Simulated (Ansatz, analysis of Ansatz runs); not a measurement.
# A hop of H in MgH2 (Pbcn), charge +1, part 3 of 3

How high is the barrier when H changes place in MgH2 (Pbcn)? The case: V_H hop (2.5 Å), charge +1, in a cell of 48 host atoms with 1 H taken out.

Ansatz 0.2.0; plane-wave PAW DFT, PBEsol; nudged elastic band between two relaxed defect structures at fixed charge in a uniform background.

So far, barrier forward (eV): step 4 (nudged elastic band, charge +1) 0.396.

### 5. Single point at the top of the path, PBEsol

A single point at the top of the band gives the levels near the gap and the populations there.

This step: plane-wave PAW DFT, PBEsol; single point of a defect supercell on a structure of the PBEsol path.

qp1_c48k1s.top.probe/input.yaml

```yaml
crystal:
  lattice:
    - [-4.47603151, 5.39366888, 4.89464524]
    - [4.47603151, -5.39366888, 4.89464524]
    - [4.47603151, 5.39366888, -4.89464524]
  atoms:
    - { symbol: Mg, position: [0.28570784, 0.12334766, 0.66461487] }
    - { symbol: Mg, position: [0.28515115, 0.62674246, 0.16525698] }
[... 1 atom line left out ...]
    - { symbol: Mg, position: [0.78999546, 0.63145047, 0.66762113] }
[... 1 atom line left out ...]
    - { symbol: Mg, position: [0.46504369, 0.60293776, 0.85365872] }
[... 2 atom lines left out ...]
    - { symbol: Mg, position: [0.20017619, 0.35430703, 0.31228728] }
    - { symbol: Mg, position: [0.2120419, 0.87083717, 0.83691552] }
[... 5 atom lines left out ...]
    - { symbol: Mg, position: [0.53685353, 0.89974891, 0.65043004] }
[... 3 atom lines left out ...]
    - { symbol: H, position: [0.6674851, 0.57618445, 0.81883486] }
[... 3 atom lines left out ...]
    - { symbol: H, position: [0.50210446, 0.75127077, 0.75180909] }
    - { symbol: H, position: [0.26303833, 0.34238965, 0.67333576] }
[... 2 atom lines left out ...]
    - { symbol: H, position: [0.76389668, 0.84623549, 0.66924341] }
[... 9 atom lines left out ...]
    - { symbol: H, position: [0.23875124, 0.65562242, 0.83454331] }
    - { symbol: H, position: [0.7396018, 0.15991707, 0.83096201] }
[... 5 atom lines left out ...]
    - { symbol: H, position: [0.33423911, 0.9256755, 0.68540378] }
[... 1 atom line left out ...]
    - { symbol: H, position: [0.82429978, 0.91172161, 0.1651323] }
total_charge: 1
basis:
  ecutwfc: 420
  xc_grid: 2
hamiltonian:
  xc: pbesol
kpoints:
  mp_grid: { grid: [1, 1, 1], shift: [0.25, 0.25, 0.25] }
scf:
  occupations: { method: fixed }
  max_iter: 150
output:
  forces: true
  eigenvalues: true
  eigenstates: { localisation: true }
  populations: true
  write_density: true
  write_potential: true
  volumetric_format: npy
  elf: true
checkpoint:
  write: "../qp1_c48k1s.top.probe.run"
  compress: false
  write_wavefunctions: false
  write_every: 100000
```

Run with:

```sh
$ ansatz run input.yaml --threads 4 --pin off --max-ram 14131MiB --backend cpu --events-out ev --progress --plain --runs-dir out
```

Numbers of over 12 decimals in the logs are rounded to 6 here.

The log of the run:

```text
[...]
Crystal: 47 atoms, lattice volume = 472.671 Å³
Basis set: ecut = 420 eV, 9249 PW (Γ), exchange–correlation on 120×120×120 points (8 copies of the dense FFT grid, shifted against one another)
Bands: 142, of which v1, the nominal top of the filled ones, is band 95 counted from 1 (94 counted from 0)
Symmetry: 1 space group operations
[...]
k-points: 1
[...]
SCF iter   1: F=—  HF=-31090.798762 eV  |F-HF|=—  |Δ(HF+E_count)|=         —  Δρ=1.38e-2  dr2=7.16e-1  ethr=1.77e-3  ⟨swp⟩=6.0  Hψ=526  notcnv=0  defer=44
[...]
SCF iter   7: F=-31090.456405 eV  HF=-31090.456405 eV  |F-HF|=2.12e-9  |Δ(HF+E_count)|=   6.94e-8  Δρ=1.09e-6  dr2=5.70e-9  ethr=5.26e-11  ⟨swp⟩=20.0  Hψ=1241  notcnv=0
SCF 1 converged in 7 iterations: F = -31090.456405 eV  dr2 = 5.70e-9
[...]
SCF converged after 7 iterations
Free energy (F): -31090.456405 eV
[...]
atom  25  H     -0.00181120    -0.00237236    -0.00957126
  [... 2 atoms left out ...]
  atom  28  H      0.00557647    -0.00187436     0.00395566
  [... 9 atoms left out ...]
  atom  38  H      0.00292323    -0.00568824     0.00417966
  atom  39  H     -0.00226552    -0.00064139     0.00350292
  [... 5 atoms left out ...]
  atom  45  H     -0.00307524     0.00738356     0.00265659
[...]
max |Σ_I F_I| component: 8.42e-7 eV/Å
--- Band table (eV) ---
[...]
--- Löwdin populations: 47 sites ---
  site symbol       q [e]
     0     Mg      8.5746
     1     Mg      8.5649
[...]
5     Mg      8.5893
[...]
9     Mg      8.5689
[...]
15     Mg      8.5893
[...]
19      H      1.6678
[...]
23      H      1.6432
    24      H      1.6497
  [... 2 atoms left out ...]
    27      H      1.6565
  [... 9 atoms left out ...]
    37      H      1.6568
    38      H      1.6495
  [... 5 atoms left out ...]
    44      H      1.6677
  [... 2 atoms left out ...]
  spilling = 0.007448 (of n_electrons = 190.000000)
[key lines of the parts left out:]
Fermi energy:    2.125296 eV
```

Run time: 3.7 s. Hardware: 4 threads of Arm Neoverse V2, shared host; peak memory 0.66 GiB.

Read from the output:

| Quantity | Value |
| --- | --- |
| free energy | -31090.4564 eV |

States next to the filling edge at the first k-point, on the run's own zero (eigenstates.tsv). The participation number counts the atoms that a state is spread over, of 47; bands count from 0.

```tsv
spin	band	energy (eV)	occupation	participation	largest share on	share
both	89	1.531	2.00	22.7	H43	0.08
both	90	1.561	2.00	27.6	H32	0.07
both	91	1.766	2.00	21.5	H35	0.12
both	92	1.891	2.00	23.2	H23	0.09
both	93	1.925	2.00	27.6	H46	0.06
both	94	2.125	2.00	15.4	H24	0.15
both	95	5.632	0.00	18.1	H24	0.15
both	96	6.597	0.00	29.5	Mg9	0.07
both	97	6.856	0.00	42.1	H29	0.03
both	98	6.922	0.00	37.7	H30	0.04
both	99	7.011	0.00	38.3	H27	0.04
```

Under PBEsol at one point at (¼, ¼, ¼), the highest filled state is spread over 15 of 47 atoms, and the lowest empty one, 3.51 eV above it, is spread over 18 of 47 atoms.

Valence electrons by atom (Löwdin), nearest atoms first, with the excess over far atoms of the same element, which can also hold differences between inequivalent host sites (the log counts sites from 0):

```tsv
atom	distance from the centre (Å)	electrons	excess
H24	0.02	1.643	-0.015
Mg16	1.81	8.589	0.018
Mg6	1.82	8.589	0.018
H38	2.46	1.657	-0.001
H28	2.48	1.657	-0.002
H45	2.53	1.668	0.009
H20	2.56	1.668	0.010
H25	3.03	1.650	-0.009
```

Electrostatic potential energy in the bc plane at fractional x = 0.499, through the centre, with atoms of Mg and H within 0.45 Å of it. With pseudopotentials it is smooth inside the atoms' cores, unlike the true potential.

Ten even steps from '0' (-46 eV) to '9' (7 eV), each cell a mean:
```
999999987899998767899999
999999952799984126899999
999999855999850016899999
999999989999730048999999
999999999998742478789999
999999999999877885179888
899999999999989985587556
899999999999999998874115
899867999999999999850016
999517999999999999840148
999669999999999999865689
999889999999999999888899
999877899999999999988899
997535799999999999954899
984003799999999999835999
861005899999999999989999
862148999999999999999999
876689998788999999999999
988899985458999999999999
999999840047999999999999
999998610058999856999999
999998621489999626999999
999998766899999768999999
999999888999999888999999
```
Columns run along b (8.5 Å; values clipped at the 3rd and 97th percentile), rows up along c (8.5 Å). Atoms in or near the plane, at fractional coordinates: Mg at (0.13, 0.34), Mg at (0.60, 0.85), Mg at (0.38, 0.16), Mg at (0.90, 0.65), H at (0.75, 0.75), H at (0.16, 0.58), H at (0.67, 0.09), H at (0.34, 0.92), H at (0.83, 0.41).

Valence density in the bc plane at fractional x = 0.499, through the centre, with atoms of Mg and H within 0.45 Å of it. It is the smooth field of the valence electrons, not physical close to the nuclei.

Ten steps, logarithmic in the rise over the least value, from '0' (0 e/Å³) to '9' (14 e/Å³), each cell a mean:
```
000000123310001221000000
000001244310015762000000
000001244210048972110000
000001222100169952221000
000001111000146422332100
000001110000111124532111
100011100000000124422342
000122110000000122225873
001233210000000011138983
012453100000000000148841
012332100000000000024310
012221000000000000012210
001121001110000000123210
001453111210000001244310
015895112210000001344210
027983112110000001232100
136751111100000001111000
112211111111000001110000
001111113531000011110000
001121158851000122210000
011221279830001243210000
012221267410002353200000
011111122110012332100000
000000012210011221000000
```
Columns run along b (8.5 Å), rows up along c (8.5 Å). Atoms in or near the plane, at fractional coordinates: Mg at (0.13, 0.34), Mg at (0.60, 0.85), Mg at (0.38, 0.16), Mg at (0.90, 0.65), H at (0.75, 0.75), H at (0.16, 0.58), H at (0.67, 0.09), H at (0.34, 0.92), H at (0.83, 0.41).

ELF in the bc plane at fractional x = 0.499, through the centre, with atoms of Mg and H within 0.45 Å of it. It is the smooth field of the valence electrons, not physical close to the nuclei.

Ten even steps from '0' (0.21 × 1e-1) to '9' (9.98 × 1e-1), each cell a mean:
```
121102799983111100000000
000016999982002331022100
000028999951013331276410
110027999610023322899610
221014664100023228999511
111012221011000289997100
010135420012101799982110
002689841011103899822331
016999951000003788213331
049999940000001342024320
169999610010000000011100
169974102443100000123552
135310016886200003789982
000132049995100016999971
002332179973100028999940
013331289841110038999510
013320366311221025764101
101001221001220012321002
100244101210110135420012
115896123320001699951011
148995133310016999961000
379992133200039999950000
489960011121149999720000
367520136872148764200000
```
Columns run along b (8.5 Å), rows up along c (8.5 Å). Atoms in or near the plane, at fractional coordinates: Mg at (0.13, 0.34), Mg at (0.60, 0.85), Mg at (0.38, 0.16), Mg at (0.90, 0.65), H at (0.75, 0.75), H at (0.16, 0.58), H at (0.67, 0.09), H at (0.34, 0.92), H at (0.83, 0.41).

The distance between the highest filled and the lowest empty level goes from 3.47 eV at the start to 3.51 eV at the top.

### 6. Summary of results

- barrier forward: 0.40 eV
- barrier backward: 0.40 eV
- end less start: 0.00 eV
- hop length: 2.15 Å
- band iterations, as the log counts them: 5

**Reading.** The top of the band lies 0.40 eV above the start and 0.40 eV above the end, which are alike in energy and neighbours. For hydrogen, zero-point energy and tunnelling change the rate much, so no rate follows from this barrier alone. At the top H24 stands 1.81 Å from its nearest Mg, 0.14 Å closer than at the start. The order of the top as a saddle was not checked for all atoms, so a bent path could be lower. No image-charge correction is applied; it largely cancels along a path if the charge stays localised alike. What this leaves open: one k-point off the zone centre stands for the whole zone; periodic copies of the defect are only 8.5 Å apart.

[Logs are printed without paths, hosts, clocks, repeated set-up lines and the standing remarks that a program may print on its own settings, such as how far it seeks lower states.]

[Hosts, paths, dates, database ids (printed as entryN), source tags and the programs' standing remarks are cut or masked in the printed files.]
